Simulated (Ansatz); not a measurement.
# 1T-SnSe2 bilayer (AB) in a perpendicular field

Aim: how the 1T-SnSe2 bilayer (AB) screens a field along its normal, and what the field does to its bands. A positive field points along +c.

Method: plane-wave DFT, PBE-D3(BJ), Ansatz PAW, in the first sound run; inputs show where later runs differ, in Ansatz 0.2.0.

## (1) The structure

The cell holds 6 atoms: 4 Se and 2 Sn. Its edges and angles: a = 3.870 Å, b = 3.870 Å, c = 45.621 Å, α = 90.0°, β = 90.0°, γ = 120.0°. Regions: layer 1: 1T-SnSe2, 3 atoms (2 Se and 1 Sn); layer 2: 1T-SnSe2, 3 atoms (2 Se and 1 Sn). Vacuum lies along c.

## (2) Relaxation

The starting cell is a guess, so the in-plane lattice and the atoms are relaxed first, with the slab cut off from its images along the normal.

Input file input.yaml:

```yaml
crystal:
  lattice:
    - [3.87, 0.0, 0.0]
    - [-1.935, 3.3515183126, 0.0]
    - [0.0, 0.0, 45.6209780866]
  atoms:
    - { symbol: Se, position: [0.6666666667, 0.3333333333, 0.4197630301] }
    - { symbol: Sn, position: [0.0, 0.0, 0.4428937162] }
    - { symbol: Se, position: [0.3333333333, 0.6666666667, 0.4660244022] }
    - { symbol: Se, position: [0.0, 0.0, 0.5339755978] }
    - { symbol: Sn, position: [0.3333333333, 0.6666666667, 0.5571062838] }
    - { symbol: Se, position: [0.6666666667, 0.3333333333, 0.5802369699] }
  periodic: [true, true, false]
kpoints:
  mp_grid: { grid: [12, 12, 1] }
hamiltonian:
  xc: pbe
  dispersion: d3bj
scf:
  occupations: { method: fermi_dirac, width: 0.05 }
  convergence: { dr2_threshold: 1.0e-09 }
relax:
  f_tol: 0.004
  max_steps: 90
  cell: {}
output:
  write_potential: true
  write_density: true
  volumetric_format: npy
```

Launch:

```sh
$ ansatz run input.yaml --threads 4 --pin off --max-ram 6144MiB --backend cpu --events-out ev --progress --plain --runs-dir out
```

Numbers of over 12 decimals in the logs are rounded to 6 here.

Log:

```text
Warning: relax.cell: scf.convergence.dr2_threshold = 1e-9 eV is looser than the 1.99989145901e-10 eV advised for a relaxation that steers and ends on the stress (1e-10 eV for each atom of the cell: 6, times the square of relax.cell.stress_2d_tol = 0.05 N/m over 17.3 Å (the atoms' height at the walk's start and 5 Å past either face), 2.887e-2 GPa, over a crystal's default 0.05). What an SCF threshold leaves in a stress goes as its square root, and in the free energy as the threshold itself, and one threshold admits the most on a small cell: [figures from the program's tests cut] Set scf.convergence.dr2_threshold to 1.99989145901e-10 eV or tighter. [rest of the remark cut]
Engine: ansatz 0.2.0, x86_64-unknown-linux-gnu
Pseudopotentials: kind: paw
Pseudopotential: Se, paw, valence charge 16, recommended cutoff 420 eV (normal), Se.paw.azcp
Pseudopotential: Sn, paw, valence charge 14, recommended cutoff 420 eV (normal), Sn.paw.azcp
Functional definition: PBE
  parameter kappa = 0.804
  parameter beta = 0.066725
  exchange = pbe_x(kappa = kappa, mu = beta*pi^2/3)
  correlation = pbe_c(beta = beta)
Crystal: 6 atoms, lattice volume = 591.721 Å³
Basis set: ecut = 420 eV, 11673 PW (Γ), exchange–correlation on 54×54×640 points (8 copies of the dense FFT grid, shifted against one another)
Bands: 56, of which v1, the nominal top of the filled ones, is band 46 counted from 1 (45 counted from 0)
Symmetry: 12 space group operations
Space group: P-3m1 (ITA 164), of the structure as read, at distance tolerance 8.4e-5 Å
k-points: 19 of 144
Non-local potential: Se, projectors of the file, l = 0: 2, l = 1: 2, l = 2: 3, l = 3: 1
Non-local potential: Sn, projectors of the file, l = 0: 2, l = 1: 2, l = 2: 2, l = 3: 2
PAW form: soft (Blöchl's): semilocal exchange-correlation on the pseudo side does not see the compensation charge
PAW one-centre angular grid: Se, 590 points (default); XC on 64 Gauss nodes
PAW one-centre angular grid: Sn, 590 points (default); XC on 64 Gauss nodes
Initial density: superposition of atomic densities (neutral atoms: chi_scale 0, normalization atom), corrected by the library's trained network
Initial wavefunctions: pseudopotential atomic-orbital guess
Functional: x = pbe(κ = 0.804, μ = 0.219515), c = pbe(β = 0.066725)
SCF iter   1: F=—  HF=-33923.037991 eV  |F-HF|=—  |Δ(HF+E_count)|=         —  Δρ=1.96e-3  dr2=6.29e-2  ethr=1.77e-3  ⟨swp⟩=14.9  Hψ=6632  notcnv=0  defer=24
preconditioner: auto → Resta (q_TF=auto, 2.001 Å⁻¹)  ε∞=1.4  [insulator: Δε(μ)=0.462 eV  Ē_g=17.066 eV  σ=0.050 eV  W_gap=0.95  n_scr=94 (ndim 8)  ℏωp=11.0 eV  f_vac=0.760  D(μ)=0.03/eV (n_scr^D=0)  ε∞_Penn≈1.4  vacuum switching on, ρ_ref=2.1e-2 e/Å³]
SCF iter   2: F=—  HF=-33923.033534 eV  |F-HF|=—  |Δ(HF+E_count)|=   4.46e-3  Δρ=1.17e-3  dr2=6.62e-2  ethr=6.84e-5  ⟨swp⟩=4.7  Hψ=2616  notcnv=0  defer=80
SCF iter   3: F=—  HF=-33923.025242 eV  |F-HF|=—  |Δ(HF+E_count)|=   8.29e-3  Δρ=5.24e-4  dr2=8.98e-3  ethr=6.84e-5  ⟨swp⟩=3.5  Hψ=1425  notcnv=0  defer=80
SCF iter   4: F=—  HF=-33923.024460 eV  |F-HF|=—  |Δ(HF+E_count)|=   7.82e-4  Δρ=2.21e-4  dr2=5.93e-4  ethr=9.76e-6  ⟨swp⟩=3.0  Hψ=1383  notcnv=0  defer=80
SCF iter   5: F=—  HF=-33923.024527 eV  |F-HF|=—  |Δ(HF+E_count)|=   6.76e-5  Δρ=6.44e-5  dr2=1.19e-5  ethr=6.44e-7  ⟨swp⟩=3.4  Hψ=1935  notcnv=0  defer=80
SCF iter   6: F=—  HF=-33923.024536 eV  |F-HF|=—  |Δ(HF+E_count)|=   8.92e-6  Δρ=1.68e-5  dr2=1.15e-6  ethr=1.29e-8  ⟨swp⟩=3.2  Hψ=2162  notcnv=0  defer=80
SCF iter   7: F=—  HF=-33923.024589 eV  |F-HF|=—  |Δ(HF+E_count)|=   5.28e-5  Δρ=4.38e-6  dr2=1.08e-7  ethr=1.25e-9  ⟨swp⟩=3.0  Hψ=2371  notcnv=0  defer=80
SCF iter   8: F=—  HF=-33923.024589 eV  |F-HF|=—  |Δ(HF+E_count)|=   1.86e-9  Δρ=1.00e-6  dr2=6.16e-9  ethr=1.18e-10  ⟨swp⟩=3.4  Hψ=2182  notcnv=0  defer=80
SCF iter   9: F=-33923.024589 eV  HF=-33923.024589 eV  |F-HF|=5.06e-9  |Δ(HF+E_count)|=   5.14e-9  Δρ=3.11e-7  dr2=4.75e-10  ethr=1.09e-12  ⟨swp⟩=13.1  Hψ=8092  notcnv=0
SCF 1 converged in 9 iterations: F = -33923.024589 eV  dr2 = 4.75e-10
  greatest PAW one-centre occupation: 1.000 electrons in one spin orbital (limit 2), on the Se atom at site 3 (counted from 0), in its partial waves of l = 2
relax step   1: F+E_penalty+E_count = -33923.02458918 eV  Δ(F+E_penalty+E_count) = +0.000e0 eV  max|allowed force component| = 5.183e0 eV/Å  Δτ_max = 0.0000 Å  P = +35.750 N/m  Ω = 591.721 Å³  fix = [c, alpha, beta]  reactions: c +0.000 N/m  (9 SCF iters, accepted)
Crystal: 6 atoms, lattice volume = 608.489 Å³
Basis set: ecut = 420 eV, 12057 PW (Γ), exchange–correlation on 54×54×640 points (8 copies of the dense FFT grid, shifted against one another)
Initial density: handed on by an earlier stage of this run
Initial wavefunctions: those handed on with the density
iter 1 solved again at ethr=1.50e-4 eV; its pass at ethr=3.10e-3 eV (dr2=1.38e-1 eV) is discarded
SCF iter   1: F=—  HF=-33926.646374 eV  |F-HF|=—  |Δ(HF+E_count)|=         —  Δρ=4.67e-3  dr2=1.37e-1  ethr=1.50e-4  ⟨swp⟩=4.5  Hψ=6517  notcnv=0
preconditioner: auto → Resta (q_TF=auto, 1.991 Å⁻¹)  ε∞=1.4  [insulator: Δε(μ)=0.476 eV  Ē_g=16.542 eV  σ=0.050 eV  W_gap=0.96  n_scr=94 (ndim 8)  ℏωp=10.9 eV  f_vac=0.753  D(μ)=0.02/eV (n_scr^D=0)  ε∞_Penn≈1.4  vacuum switching on, ρ_ref=2.0e-2 e/Å³]
SCF iter   2: F=—  HF=-33926.617463 eV  |F-HF|=—  |Δ(HF+E_count)|=   2.89e-2  Δρ=2.23e-3  dr2=3.60e-2  ethr=1.49e-4  ⟨swp⟩=4.8  Hψ=2284  notcnv=0  defer=8
SCF iter   3: F=—  HF=-33926.621640 eV  |F-HF|=—  |Δ(HF+E_count)|=   4.18e-3  Δρ=1.42e-3  dr2=6.83e-2  ethr=3.91e-5  ⟨swp⟩=4.4  Hψ=2118  notcnv=0  defer=8
SCF iter   4: F=—  HF=-33926.613156 eV  |F-HF|=—  |Δ(HF+E_count)|=   8.48e-3  Δρ=6.11e-4  dr2=2.48e-3  ethr=3.91e-5  ⟨swp⟩=3.3  Hψ=1623  notcnv=0  defer=27
SCF iter   5: F=—  HF=-33926.613501 eV  |F-HF|=—  |Δ(HF+E_count)|=   3.44e-4  Δρ=1.76e-4  dr2=1.41e-4  ethr=2.70e-6  ⟨swp⟩=2.9  Hψ=1870  notcnv=0  defer=30
SCF iter   6: F=—  HF=-33926.613555 eV  |F-HF|=—  |Δ(HF+E_count)|=   5.45e-5  Δρ=5.22e-5  dr2=1.56e-5  ethr=1.53e-7  ⟨swp⟩=3.1  Hψ=1883  notcnv=0  defer=30
SCF iter   7: F=—  HF=-33926.613562 eV  |F-HF|=—  |Δ(HF+E_count)|=   6.81e-6  Δρ=1.04e-5  dr2=6.78e-7  ethr=1.69e-8  ⟨swp⟩=2.9  Hψ=1762  notcnv=0  defer=30
SCF iter   8: F=—  HF=-33926.613612 eV  |F-HF|=—  |Δ(HF+E_count)|=   5.01e-5  Δρ=3.34e-6  dr2=5.32e-8  ethr=7.36e-10  ⟨swp⟩=3.0  Hψ=2029  notcnv=0  defer=30
SCF iter   9: F=—  HF=-33926.613612 eV  |F-HF|=—  |Δ(HF+E_count)|=   2.76e-8  Δρ=1.05e-6  dr2=6.08e-9  ethr=5.79e-11  ⟨swp⟩=3.1  Hψ=2082  notcnv=0  defer=30
[...]
SCF iter   9: F=-33927.927326 eV  HF=-33927.927326 eV  |F-HF|=3.11e-9  |Δ(HF+E_count)|=   8.78e-9  Δρ=2.59e-7  dr2=3.13e-10  ethr=1.09e-12  ⟨swp⟩=11.9  Hψ=7393  notcnv=0
SCF 3 converged in 9 iterations: F = -33927.927326 eV  dr2 = 3.13e-10
relax step   3: F+E_penalty+E_count = -33927.92732609 eV  Δ(F+E_penalty+E_count) = -1.314e0 eV  max|allowed force component| = 1.281e0 eV/Å  Δτ_max = 0.1945 Å  P = +3.289 N/m  Ω = 607.175 Å³  energy of the carried Pulay correction = -1.589e-3 eV  fix = [c, alpha, beta]  reactions: c +0.000 N/m  (9 SCF iters, accepted)
[...]
relax step   4: F+E_penalty+E_count = -33928.29322125 eV  Δ(F+E_penalty+E_count) = -3.659e-1 eV  max|allowed force component| = 4.426e-1 eV/Å  Δτ_max = 0.1942 Å  P = -0.141 N/m  Ω = 603.488 Å³  energy of the carried Pulay correction = -1.214e-3 eV  fix = [c, alpha, beta]  reactions: c -0.000 N/m  (9 SCF iters, accepted)
[...]
relax step   5: F+E_penalty+E_count = -33928.44198452 eV  Δ(F+E_penalty+E_count) = -1.488e-1 eV  max|allowed force component| = 1.146e-1 eV/Å  Δτ_max = 0.2000 Å  P = -1.130 N/m  Ω = 595.854 Å³  energy of the carried Pulay correction = -4.290e-4 eV  fix = [c, alpha, beta]  reactions: c -0.000 N/m  (10 SCF iters, accepted)
[...]
relax step   6: F+E_penalty+E_count = -33928.49515402 eV  Δ(F+E_penalty+E_count) = -5.317e-2 eV  max|allowed force component| = 1.280e-1 eV/Å  Δτ_max = 0.1541 Å  P = -0.542 N/m  Ω = 584.194 Å³  energy of the carried Pulay correction = +7.891e-4 eV  fix = [c, alpha, beta]  reactions: c -0.000 N/m  (9 SCF iters, accepted)
[...]
relax step   7: F+E_penalty+E_count = -33928.50636747 eV  Δ(F+E_penalty+E_count) = -1.121e-2 eV  max|allowed force component| = 7.074e-2 eV/Å  Δτ_max = 0.1133 Å  P = -0.162 N/m  Ω = 581.755 Å³  energy of the carried Pulay correction = +1.047e-3 eV  fix = [c, alpha, beta]  reactions: c -0.000 N/m  (10 SCF iters, accepted)
[...]
relax step   8: F+E_penalty+E_count = -33928.50807222 eV  Δ(F+E_penalty+E_count) = -1.705e-3 eV  max|allowed force component| = 3.051e-3 eV/Å  Δτ_max = 0.0154 Å  P = +0.019 N/m  Ω = 578.922 Å³  energy of the carried Pulay correction = +1.348e-3 eV  fix = [c, alpha, beta]  reactions: c +0.000 N/m  (9 SCF iters, accepted)
Initial wavefunctions: pseudopotential atomic-orbital guess (no wavefunctions were taken with the density)
iter 1 solved again at ethr=3.77e-7 eV; its pass at ethr=3.10e-3 eV (dr2=3.47e-4 eV) is discarded
SCF iter   1: F=—  HF=-33928.507328 eV  |F-HF|=—  |Δ(HF+E_count)|=         —  Δρ=1.10e-5  dr2=1.37e-7  ethr=3.77e-7  ⟨swp⟩=5.8  Hψ=9693  notcnv=0
eigensolver tolerance schedule: the retry pair's looser diagonalisation over-reported the residual by 2526.17 of it (diagonalisation noise at 0.44 of the residual, at the tolerance the schedule requests for it); recorded, not acted on — ethr = c·dr2/N_el stays at c = 1.0e-1
preconditioner: auto → Resta (q_TF=auto, 2.008 Å⁻¹)  ε∞=1.8  [insulator: Δε(μ)=0.480 eV  Ē_g=9.715 eV  σ=0.050 eV  W_gap=0.98  n_scr=82 (ndim 8)  ℏωp=8.7 eV  f_vac=0.718  D(μ)=0.03/eV (n_scr^D=0)  ε∞_Penn≈1.8  vacuum switching on, ρ_ref=6.8e-3 e/Å³]
SCF iter   2: F=—  HF=-33928.507359 eV  |F-HF|=—  |Δ(HF+E_count)|=   3.09e-5  Δρ=5.61e-6  dr2=5.71e-8  ethr=1.49e-10  ⟨swp⟩=5.3  Hψ=3414  notcnv=0
SCF iter   3: F=—  HF=-33928.507359 eV  |F-HF|=—  |Δ(HF+E_count)|=   6.94e-8  Δρ=2.43e-6  dr2=2.39e-8  ethr=6.21e-11  ⟨swp⟩=2.6  Hψ=1599  notcnv=0
SCF iter   4: F=—  HF=-33928.507359 eV  |F-HF|=—  |Δ(HF+E_count)|=   1.41e-8  Δρ=1.01e-6  dr2=2.71e-8  ethr=2.60e-11  ⟨swp⟩=2.9  Hψ=1465  notcnv=0
SCF iter   5: F=—  HF=-33928.507359 eV  |F-HF|=—  |Δ(HF+E_count)|=   1.29e-9  Δρ=5.53e-7  dr2=3.19e-9  ethr=2.60e-11  ⟨swp⟩=2.2  Hψ=1303  notcnv=0
SCF iter   6: F=-33928.507359 eV  HF=-33928.507359 eV  |F-HF|=5.17e-10  |Δ(HF+E_count)|=  2.76e-10  Δρ=1.54e-7  dr2=1.68e-10  ethr=1.09e-12  ⟨swp⟩=12.5  Hψ=7823  notcnv=0
SCF 9 converged in 6 iterations: F = -33928.507359 eV  dr2 = 1.68e-10
relax step   9: F+E_penalty+E_count = -33928.50735909 eV  Δ(F+E_penalty+E_count) = +7.131e-4 eV  max|allowed force component| = 2.813e-3 eV/Å  Δτ_max = 0.0000 Å  P = -0.017 N/m  Ω = 578.922 Å³  fix = [c, alpha, beta]  reactions: c -0.000 N/m  stress off target by 1.75e-2 N/m on what of the cell is left free  SCF on the basis re-selected at this cell (its energy is not comparable with the rows above)  (6 SCF iters)
basis re-selected at this cell: Δ(F+E_penalty+E_count) = +7.131e-4 eV, ΔP = -0.037 N/m vs the last step (what re-selecting the basis moved, of the pressure what is left beyond the Pulay correction that the steps carried, after the strain that the cell walked since its last selection, with what the two solves' SCF thresholds leave and, on support functions, any second-order correction that the steps lacked; it is no m [...]
SCF converged after 6 iterations
Free energy (F): -33928.507359 eV
Harris-Foulkes:  -33928.507359 eV  (|F-HF|=5.17e-10)
Internal energy: -33928.506861 eV  (E = F + TS)
E sigma→0 (E₀):  -33928.507110 eV
Entropy (-TS):   -0.000498 eV (-0.083 meV/atom)
Fermi energy:    -5.665897 eV
--- Per-component energies (eV) ---
  E_band       = -2999.887630
  E_kinetic    = 848.267859
  E_local      = -462775.074693  (includes V_loc(G=0)·N_el)
  E_nonlocal   = -2444.808873
  E_hartree    = 230901.585676
  E_xc         = -1178.758038
  E_vxc        = -581.405787  (∫ρ·V_xc dr)
  E_paw        = -15927.617669  (= ΣΔE_a)
  E_vpaw       = 149.969239  (= ΣTr[D̂ρ^β])
  E_aug_tail   = -0.002442  (compensation charges beyond the density's cutoff)
  E_ewald      = 216649.702926
  E_disp       = -1.801607  (pairwise vdW)
  E_smearing   = -0.000498  (= −TS)
  E_closure    = 0.000000  (closes the sum)
  Σ components = -33928.507359   (vs F -33928.507359, Δ=0.00e0)
--- Forces (eV/Å), atoms counted from 1 ---
  atom   1  Se    -0.00000000    -0.00000000    -0.00087789
  atom   2  Sn     0.00000000    -0.00000000     0.00167076
  atom   3  Se     0.00000000     0.00000000    -0.00281297
  atom   4  Se     0.00000000    -0.00000000     0.00281297
  atom   5  Sn    -0.00000000     0.00000000    -0.00167076
  atom   6  Se    -0.00000000     0.00000000     0.00087789
  max |Σ_I F_I| component: 9.83e-18 eV/Å
--- 2D stress c σ (N/m, compression-positive) ---
       -0.017489      -0.000000      -0.000000
       -0.000000      -0.017489      -0.000000
       -0.000000      -0.000000      -0.000000
  P = ½ c Tr σ = -0.0175 N/m
--- Band table (eV; the first three rows and the last of 19) ---
  k-point 0: bands = [... 42 lower, -6.1097, -6.1097, -6.0303, -6.0303, -4.6432, -3.8311, -2.8567, -2.8287, ... 6 higher]
  k-point 1: bands = [... 42 lower, -6.4489, -6.3060, -6.0591, -5.9580, -4.1671, -3.6354, -2.4456, -2.3915, ... 6 higher]
  k-point 2: bands = [... 42 lower, -7.0733, -6.3762, -6.0808, -5.9437, -3.7733, -3.7031, -2.2287, -1.8561, ... 6 higher]
  k-point 18: bands = [... 42 lower, -7.0246, -6.9253, -6.9253, -6.7251, -4.1446, -4.1446, -1.2347, -0.7935, ... 6 higher]
  the weakly bound empty levels are not read free of the cell's end (no_gap_told)
--- Relaxed structure (8 steps of the walk, 8 accepted, 1 SCFs on fresh bases) ---
  F+E_penalty+E_count = -33928.50735909 eV   max|allowed force component| = 2.813e-3 eV/Å   (the final SCF, on the basis selected at the relaxed cell)
  cell:  # Å, volume = 578.9220 Å³
    - [3.827916, 0, 0]
    - [-1.913958, 3.315073, 0]
    - [0, 0, 45.6209780866]
  atoms:
    - { symbol: Se, position: [0.666667, 0.333333, 0.396748] }
    - { symbol: Sn, position: [-2.80285982327294e-18, -5.605719646545903e-18, 0.431766] }
    - { symbol: Se, position: [0.333333, 0.666667, 0.466766] }
    - { symbol: Se, position: [-1.8681538602867742e-19, -3.7363077205734265e-19, 0.533234] }
    - { symbol: Sn, position: [0.333333, 0.666667, 0.568234] }
    - { symbol: Se, position: [0.666667, 0.333333, 0.603252] }
```

The job ended after 63 s (4 threads of Intel Xeon 6975P-C (Granite Rapids), shared host; peak memory 1.4 GiB; 3.9 min of CPU time).

The steps of the relaxation:

```
step  energy less that of the first step (eV)  largest force component (eV/Å)  volume (Å³)
   1                                   0.0000                          5.1834       591.72
   2                                  -3.5890                          2.8313       608.49
   3                                  -4.9027                          1.2807       607.17
   4                                  -5.2686                          0.4426       603.49
   5                                  -5.4174                          0.1146       595.85
   6                                  -5.4706                          0.1280       584.19
   7                                  -5.4818                          0.0707       581.76
   8                                  -5.4835                          0.0031       578.92
  9*                                  -5.4828                          0.0028       578.92
```

Relaxation steps marked * repeat the geometry before them on a plane-wave basis chosen anew for their cell, so energy and pressure can jump there.

The run keeps the 12 symmetry operations that it works with, so distortions that break them were not tested.

```
cell as run  before  after  change
      a (Å)   3.870  3.828  -1.1 %
      b (Å)   3.870  3.828  -1.1 %
```

The atoms that moved most (Å, along periodic axes as changes of fractional coordinates times the final cell, across vacuum about the mean position):

```
atom     dx     dy      dz  length
 Se1  0.000  0.000  -1.050   1.050
 Se6  0.000  0.000   1.050   1.050
 Sn5  0.000  0.000   0.508   0.508
 Sn2  0.000  0.000  -0.508   0.508
 Se4  0.000  0.000  -0.034   0.034
 Se3  0.000  0.000   0.034   0.034
```

The relaxed structure:

```xyz
6
Lattice="3.8279 0.0000 0.0000 -1.9140 3.3151 0.0000 0.0000 0.0000 45.6210" Properties=species:S:1:pos:R:3
Se    1.9140    1.1050   18.1000
Sn    0.0000    0.0000   19.6976
Se    0.0000    2.2100   21.2943
Se    0.0000    0.0000   24.3267
Sn    0.0000    2.2100   25.9234
Se    1.9140    1.1050   27.5210
```

Numbers from this step:

* energy at zero smearing: -33928.5071 eV

The lattice constant a goes from 3.870 to 3.828 Å.

[end of part 1 of 3]

[Logs are printed without paths, hosts, clocks, repeated set-up lines and the standing remarks that a program may print on its own settings, such as how far it seeks lower states.]

[Hosts, paths, dates, database ids (printed as entryN), source tags and the programs' standing remarks are cut or masked in the printed files.]

[Maps of the electrostatic potential energy from Ansatz leave out the sawtooth potential of an applied field or a dipole correction, so their vacuum need not be flat; planar profiles and work functions include it.]
